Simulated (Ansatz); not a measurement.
## NbB3 (built on the TaGa3 structure): following an unstable mode

Aim: this structure of NbB3 (built on the TaGa3 structure) is to be tested for unstable modes, and one is followed downhill.

Method: DFT PBE+D3(BJ), scalar-relativistic, plane waves, PAW, in Ansatz 0.2.0.

This is a report of a sequence of runs, with the program logs left out and the cost of each run kept.

The structure was built from a prototype and need not be the compound's stable phase.

## Step 1: Starting point

It takes space group I4/mmm (No. 139, tetragonal). The conventional cell has a = 3.121 Å, b = 3.121 Å, c = 7.365 Å, α = 90.00°, β = 90.00°, γ = 90.00°. Nearest to Nb lie 12 B at 2.21 to 2.41 Å. Nearest to B lie 4 Nb at 2.21 Å. B has 8 B at 2.21 to 2.41 Å and 4 Nb at 2.41 Å nearest. Farther neighbours, and contacts between anions beyond the nearest, are not listed.

## Step 2: Phonons on a q mesh

Stability and thermal properties need the whole zone. Linear response on a 2×2×2 q mesh gives force constants as far as a supercell of that size would.

Contents of input.yaml:

```yaml
crystal:
  lattice:
    - [-1.5605918717, 1.5605918717, 3.6826816775]
    - [1.5605918717, -1.5605918717, 3.6826816775]
    - [1.5605918717, 1.5605918717, -3.6826816775]
  atoms:
    - { symbol: Nb, position: [0.0, 0.0, 0.0] }
    - { symbol: B, position: [0.5, 0.5, 0.0] }
    - { symbol: B, position: [0.75, 0.25, 0.5] }
    - { symbol: B, position: [0.25, 0.75, 0.5] }
kpoints:
  mp_grid: { grid: [20, 20, 20] }
hamiltonian:
  xc: pbe
  dispersion: d3bj
scf:
  occupations: { method: methfessel_paxton, width: 0.2 }
output:
  eigenvalues: true
phonons:
  method: dfpt
  qmesh: [2, 2, 2]
  temperatures: { t_max: 1000, t_step: 50 }
  qpath:
    path:
      - [[0.0, 0.0, 0.0], [0.0, 0.0, 0.5], [0.25, 0.25, 0.25], [0.0, 0.5, 0.0], [0.0, 0.0, 0.0], [0.5, 0.5, -0.5], [0.29489421, 0.70510579, -0.29489421]]
      - [[-0.29489421, 0.29489421, 0.29489421], [0.0, 0.0, 0.0]]
      - [[0.0, 0.0, 0.5], [-0.08978842, 0.08978842, 0.5]]
      - [[0.5, 0.5, -0.08978842], [0.5, 0.5, -0.5]]
    npoints: 10
```

Started as:

```sh
$ ansatz run input.yaml --threads 8 --pin off --max-ram 14336MiB --backend cpu --events-out ev --progress --plain --runs-dir out
```

Wall time 4.1 min (8 threads of Intel Xeon Platinum 8488C (Sapphire Rapids), shared host); peak memory 3.2 GiB.

This step gave:

| Quantity | Value |
| --- | --- |
| volume per atom | 8.969 Å³ |
| gap on the k-mesh | 0 eV |
| sum-rule residual before enforcement | 2.10e-5 eV/Å² |
| lowest frequency on the path | -461.5 cm⁻¹ |
| point group | 4/mmm |
| highest frequency on path, mesh or solved points | 724.3 cm⁻¹ |
| highest optical mode at the zone centre (no LO-TO term) | 670.8 cm⁻¹ |
| lowest optical zone-centre mode | -461.5 cm⁻¹ |
| lowest mode on the q mesh (acoustic modes at Γ apart) | -461.5 cm⁻¹ |

Frequencies (cm⁻¹) solved at each irreducible wavevector; negative means imaginary. Frequencies by wavevector, by row:

| q in reciprocal lattice units | star | mode 1 | mode 2 | mode 3 | mode 4 | mode 10 | mode 11 | mode 12 |
| --- | --- | --- | --- | --- | --- | --- | --- | --- |
| 0 0 0 | 1 | -461.5 | -297.6 | -297.6 | 0 | 546.2 | 670.8 | 670.8 |
| 0 0 -0.5 | 2 | -455.4 | -292.9 | 228.6 | 237.4 | 541.8 | 701.6 | 711.9 |
| 0 -0.5 0 | 4 | -403.9 | -103.7 | 167 | 201.2 | 548.6 | 582.1 | 724.3 |
| -0.5 -0.5 -0.5 | 1 | -370.8 | -314.4 | -314.4 | 164.8 | 562.9 | 663.1 | 663.1 |

Interpolated from a 2×2×2 q mesh, rough between the solved points. The phonon branches at the labelled points (cm⁻¹):

| point | branch 1 | branch 2 | branch 3 | branch 4 | branch 9 | branch 10 | branch 11 | branch 12 |
| --- | --- | --- | --- | --- | --- | --- | --- | --- |
| Γ | -462 | -298 | -298 | 0 | 478 | 546 | 671 | 671 |
| halfway | -439 | -275 | 174 | 208 | 508 | 540 | 656 | 690 |
| X | -455 | -293 | 229 | 237 | 530 | 542 | 702 | 712 |
| halfway | -455 | -258 | 181 | 237 | 532 | 540 | 703 | 710 |
| P | -455 | -169 | -87 | 256 | 536 | 536 | 707 | 707 |
| halfway | -430 | -113 | -53 | 271 | 534 | 542 | 652 | 714 |
| N | -404 | -104 | 167 | 201 | 532 | 549 | 582 | 724 |
| halfway | -431 | -240 | -149 | 147 | 504 | 546 | 632 | 697 |
| Γ | -462 | -298 | -298 | 0 | 478 | 546 | 671 | 671 |
| halfway | -417 | -306 | -306 | 120 | 520 | 554 | 667 | 667 |
| M | -371 | -314 | -314 | 165 | 562 | 563 | 663 | 663 |
| halfway | -377 | -258 | -172 | 217 | 558 | 558 | 638 | 684 |
| S | -394 | -88 | 198 | 231 | 543 | 550 | 589 | 719 |
| jump to S0 | -394 | -88 | 198 | 231 | 543 | 550 | 589 | 719 |
| halfway | -433 | -216 | -103 | 138 | 501 | 543 | 621 | 705 |
| Γ | -462 | -298 | -298 | 0 | 478 | 546 | 671 | 671 |
| jump to X | -455 | -293 | 229 | 237 | 530 | 542 | 702 | 712 |
| halfway | -453 | -285 | 225 | 243 | 531 | 542 | 699 | 711 |
| R | -446 | -261 | 212 | 260 | 533 | 544 | 690 | 709 |
| jump to G′ | -446 | -261 | 212 | 260 | 533 | 544 | 690 | 709 |
| halfway | -389 | -174 | 91 | 193 | 552 | 556 | 646 | 685 |
| M | -371 | -314 | -314 | 165 | 562 | 563 | 663 | 663 |

Symmetry leaves 4 wavevectors to solve. The lowest mode among them, the acoustic zeros apart, lies at Γ and is imaginary, 461.5i cm⁻¹, so the energy falls along it.

## Step 3: The mode frozen in, largest atomic shift 0 Å

The mode followed lies at Γ with frequency 461.5i cm⁻¹, the softest among the wavevectors solved. At small amplitude the pattern taken leaves space group no. 107 by a symmetry search on the positions. The undistorted cell that holds it gives the zero of energy on the same k mesh.

input.yaml, the sections that differ from step 2:

```yaml
output:
  forces: true
  stress: true
  eigenvalues: true
# crystal, kpoints, hamiltonian, scf: as in step 2
# phonons: removed
```

Elapsed: 2 s, on 8 threads; peak memory 0.69 GiB.

Numbers from this step:

```yaml
pressure: 3.47e-4 GPa
energy_from_the_undistorted_cell: 0 meV/atom
```

The run ends at a pressure of 0.00 GPa.

## Step 4: The mode frozen in, largest atomic shift 0.6 Å

The atoms are moved along the unstable eigenvector, the largest shift by 0.6 Å, with the cell fixed.

input.yaml, the sections that differ from step 3:

```yaml
crystal:
  lattice:
    - [-1.5605918717, 1.5605918717, 3.6826816775]
    - [1.5605918717, -1.5605918717, 3.6826816775]
    - [1.5605918717, 1.5605918717, -3.6826816775]
  atoms:
    - { symbol: Nb, position: [-0.0069070879, -0.0069070879, 0.0] }
    - { symbol: B, position: [0.5814623761, 0.5814623761, 0.0] }
    - { symbol: B, position: [0.7389502395, 0.2389502395, 0.5] }
    - { symbol: B, position: [0.2389502395, 0.7389502395, 0.5] }
# kpoints, hamiltonian, scf, output: as in step 3
```

Elapsed: 3.1 s, on 8 threads; peak memory 0.79 GiB.

Numbers from this step:

```yaml
pressure: -7.246 GPa
energy_from_the_undistorted_cell: -299.5 meV/atom
```

The energy, extrapolated to zero smearing, is -299.47 meV/atom against the undistorted cell.

The run ends at a pressure of -7.25 GPa, with forces up to 2.4 eV/Å.

## Step 5: Energy along the mode, all amplitudes (two of the runs are shown above)

An imaginary frequency means negative curvature, so the energy should fall and then rise again as anharmonic terms take over.

Numbers from this step:

```yaml
depth_at_the_lowest_point_sampled: 299.5 meV/atom
largest_atomic_shift_at_that_point: 0.6 Å
```

Table of energy from the parent by largest atomic shift:

| largest atomic shift (Å) | energy from the parent (meV/atom) |
| --- | --- |
| 0.000 | 0 |
| 0.040 | -1.86 |
| 0.080 | -7.40 |
| 0.140 | -22.4 |
| 0.220 | -53.9 |
| 0.320 | -109 |
| 0.450 | -196 |
| 0.600 | -299 |

Displacement at unit largest shift by atom:

| atom | x (Å) | y (Å) | z (Å) | size |
| --- | --- | --- | --- | --- |
| Nb1 | 0.00 | 0.00 | -0.09 | 0.09 |
| B2 | 0.00 | 0.00 | 1.00 | 1.00 |
| B3 | 0.00 | 0.00 | -0.14 | 0.14 |
| B4 | 0.00 | 0.00 | -0.14 | 0.14 |

The energy still falls at the last step, so the rise lies beyond the steps tried.

## Step 6: Relaxing from the distorted cell

Starting from the lowest point found, all atoms and the cell are let go, so that strain and other modes of the same symmetry can join in.

input.yaml, as its differences from that of step 4:

```diff
@@ -21 +21,6 @@
   eigenvalues: true
+relax:
+  adjacent_minimum: "off"
+  f_tol: 0.002
+  max_steps: 120
+  cell: { stress_tol: 0.03 }
```

Elapsed: 35 s, on 8 threads; peak memory 0.87 GiB; 4.3 min of CPU time.

Step by step:

| step | energy less that of the first step (eV) | largest force component (eV/Å) | pressure (GPa) | volume (Å³) |
| --- | --- | --- | --- | --- |
| 1 | 0.0000 | 2.4218 | -7.25 | 35.88 |
| 2 | -0.4830 | 1.7609 | -5.69 | 35.23 |
| 3 | -0.5967 | 0.7594 | 8.41 | 33.63 |
| 4 | -0.6671 | 0.1058 | -1.50 | 34.72 |
| 5 | -0.6694 | 0.0440 | 0.50 | 34.50 |
| 6 | -0.6695 | 0.0172 | -0.04 | 34.58 |
| 7 | -0.6696 | 0.0005 | 0.00 | 34.57 |
| 8* | -0.6687 | 0.0013 | -0.01 | 34.57 |
| 9 | -0.6687 | 0.0004 | -0.01 | 34.57 |
| 10* | -0.6687 | 0.0004 | -0.01 | 34.57 |

Relaxation steps marked * repeat the geometry before them on a plane-wave basis chosen anew for their cell, so energy and pressure can jump there.

Forces are held to the 8 operations that the program found; a distortion that breaks them can't arise in this run.

| conventional cell, symmetrised | before | after | change |
| --- | --- | --- | --- |
| a (Å) | 3.121 | 3.012 | -3.5 % |
| b (Å) | 3.121 | 3.012 | -3.5 % |
| c (Å) | 7.365 | 7.619 | +3.4 % |
| volume (Å³/atom) | 8.97 | 8.64 | -3.6 % |

The atoms that moved most (Å, as changes of fractional coordinates times the final cell):

| atom | dx | dy | dz | length |
| --- | --- | --- | --- | --- |
| B2 | 0.000 | 0.000 | 0.245 | 0.245 |
| Nb1 | 0.000 | 0.000 | -0.158 | 0.158 |
| B4 | 0.000 | 0.000 | -0.044 | 0.044 |
| B3 | 0.000 | 0.000 | -0.044 | 0.044 |

The relaxed structure:

```xyz
4
Lattice="-1.5061 1.5061 3.8096 1.5061 -1.5061 3.8096 1.5061 1.5061 -3.8096" Properties=species:S:1:pos:R:3 pbc="T T T"
Nb    0.0000    0.0000   -0.2105
B     0.0000    0.0000    4.6753
B     0.0000    1.5061    1.7770
B     1.5061    0.0000    1.7770
```

This step gave:

| Property | Result |
| --- | --- |
| pressure | -0.008280 GPa |
| volume per atom | 8.642 Å³ |

The distorted start has space group I4mm; the relaxation ends in I4mm.

## Step 7: The new phase in its own primitive cell

The relaxed structure is symmetrised, reduced to its primitive cell and relaxed tightly, as its phonons need.

input.yaml, the sections that differ from step 6:

```yaml
crystal:
  lattice:
    - [-1.506143427, 1.506143427, 3.8096156125]
    - [1.506143427, -1.506143427, 3.8096156125]
    - [1.506143427, 1.506143427, -3.8096156125]
  atoms:
    - { symbol: Nb, position: [0.9723753313, 0.9723753313, 0.0] }
    - { symbol: B, position: [0.6136210315, 0.6136210315, 0.0] }
    - { symbol: B, position: [0.7332297022, 0.2332297022, 0.5] }
    - { symbol: B, position: [0.2332297022, 0.7332297022, 0.5] }
relax:
  adjacent_minimum: "off"
  f_tol: 0.001
  max_steps: 60
  cell: { stress_tol: 0.01 }
# kpoints, hamiltonian, scf, output: as in step 6
```

The job ended after 9.3 s (8 threads; peak memory 0.85 GiB; 67 s of CPU time).

Little changed from the start: no atom moved by 0.005 Å and no cell edge by 0.1 %.

This step gave:

- pressure: -0.002132 GPa

The largest force component left is 0.24 meV/Å and the pressure is -0.002 GPa, within the tolerances set. The cell now holds 8.64 Å³/atom.

## Step 8: Modes of the new phase

A relaxed structure may still be a saddle point, so its zone-centre modes are computed. No field response is asked, since the mesh shows no gap.

input.yaml, the sections that differ from step 7:

```yaml
crystal:
  lattice:
    - [-1.5061130502, 1.5061130502, 3.809677388]
    - [1.5061130502, -1.5061130502, 3.809677388]
    - [1.5061130502, 1.5061130502, -3.809677388]
  atoms:
    - { symbol: Nb, position: [0.9723759528, 0.9723759528, 0.0] }
    - { symbol: B, position: [0.613620689, 0.613620689, 0.0] }
    - { symbol: B, position: [0.7332295627, 0.2332295627, 0.5] }
    - { symbol: B, position: [0.2332295627, 0.7332295627, 0.5] }
output:
  eigenvalues: true
phonons:
  method: dfpt
# kpoints, hamiltonian, scf: as in step 7
# relax: removed
```

Wall time 67 s (8 threads); peak memory 2.3 GiB; 7.5 min of CPU time.

This step gave:

| Quantity | Value |
| --- | --- |
| sum-rule residual before enforcement | 1.22e-5 eV/Å² |
| point group | 4mm |
| highest optical mode at the zone centre (no LO-TO term) | 821 cm⁻¹ |
| lowest optical zone-centre mode | -377.4 cm⁻¹ |

Patterns of degenerate modes are one choice out of their space. The modes at Γ (shares of kinetic energy by element, %) (negative means imaginary):

| mode | frequency (cm⁻¹) | symmetry | Nb % | B % |
| --- | --- | --- | --- | --- |
| 1 | -377.4 | E | 0 | 100 |
| 2 | -377.4 | E | 0 | 100 |
| 3 | 0.0 | acoustic | 74 | 26 |
| 4 | 0.0 | acoustic | 74 | 26 |
| 5 | 0.0 | acoustic | 74 | 26 |
| 6 | 390.4 | E | 25 | 75 |
| 7 | 390.4 | E | 25 | 75 |
| 8 | 439.5 | A1 | 23 | 77 |
| 9 | 619.4 | B1 | 0 | 100 |
| 10 | 674.2 | A1 | 3 | 97 |
| 11 | 821.0 | E | 0 | 100 |
| 12 | 821.0 | E | 0 | 100 |

Displacements in mode 2 (-377.4 cm⁻¹), the largest set to 1:
```
Nb1  0.00 -0.02  0.00
B2   0.00 -0.37  0.00
B3   0.00  1.00  0.00
B4   0.00 -0.41  0.00
```

Displacements in mode 10 (674.2 cm⁻¹), the largest set to 1:
```
Nb1  0.00  0.00  0.10
B2   0.00  0.00  1.00
B3   0.00  0.00 -0.92
B4   0.00  0.00 -0.92
```

Before it was imposed, the acoustic sum rule was missed by 1.2e-5 eV/Å². Small misses are needed for a sound result but don't prove that mesh and cutoff are converged. The lowest optical mode is imaginary, 377.4i cm⁻¹, so the energy falls along it.

## Step 9: Results

```yaml
unstable_mode_of_the_parent: q = (0, 0, 0), 462i cm⁻¹
depth_at_the_lowest_point_sampled: 299 meV/atom
largest_atomic_shift_at_that_point: 0.6 Å
space_group_reached: I4mm
energy_gained_over_the_parent_first_relaxation_on_the_mesh_of_the_frozen_mode: 467 meV/atom
volume_per_atom_phase_reached: 8.64 Å³
lowest_optical_zone_centre_mode_phase_reached: -377 cm⁻¹
highest_optical_mode_at_the_zone_centre_no_lo_to_term_phase_reached: 821 cm⁻¹
```

Along this mode the structure falls into I4mm, 467 meV/atom below the parent. At the parent's cell the well is 299.5 meV/atom deep on the steps tried, with its lowest point at a shift of 0.6 Å. That is the last step tried, so the steps alone don't bracket the bottom of the well. Relaxing atoms and cell changes the gain by +167.08 meV/atom against the lowest step (energies at zero smearing). The new phase still has an imaginary mode at the zone centre of its cell, so it is a saddle point on the way to a lower structure. Of the 2 patterns followed from this parent, this one ends 84.5 meV/atom above the lowest, Cmcm. Each path keeps the symmetry of its pattern, so a lower phase may lie along a pattern not tried. The q mesh stands for a supercell only 6.2 Å across, so branches between the solved wavevectors are rough. With no gap, or one that is small against the smearing, the frequencies hang on the k mesh and the smearing, most of all near Kohn anomalies. A phonon run warned that its eigensolver left some bands unconverged in a pass. In the phonons the program holds the C6 weights of the dispersion term fixed, leaving out their change with coordination. The starting cell was built on a prototype and not taken from a measurement, so the phase need not exist.

[Long decimals in the printed logs are rounded to 6 places.]

[Logs are printed without paths, hosts, clocks, repeated set-up lines and the standing remarks that a program may print on its own settings, such as how far it seeks lower states.]

[Hosts, paths, dates, database ids (printed as entryN), source tags and the programs' standing remarks are cut or masked in the printed files.]

[Where the starting crystal was built by hand or by swapping elements, it need not be the compound's stable phase.]
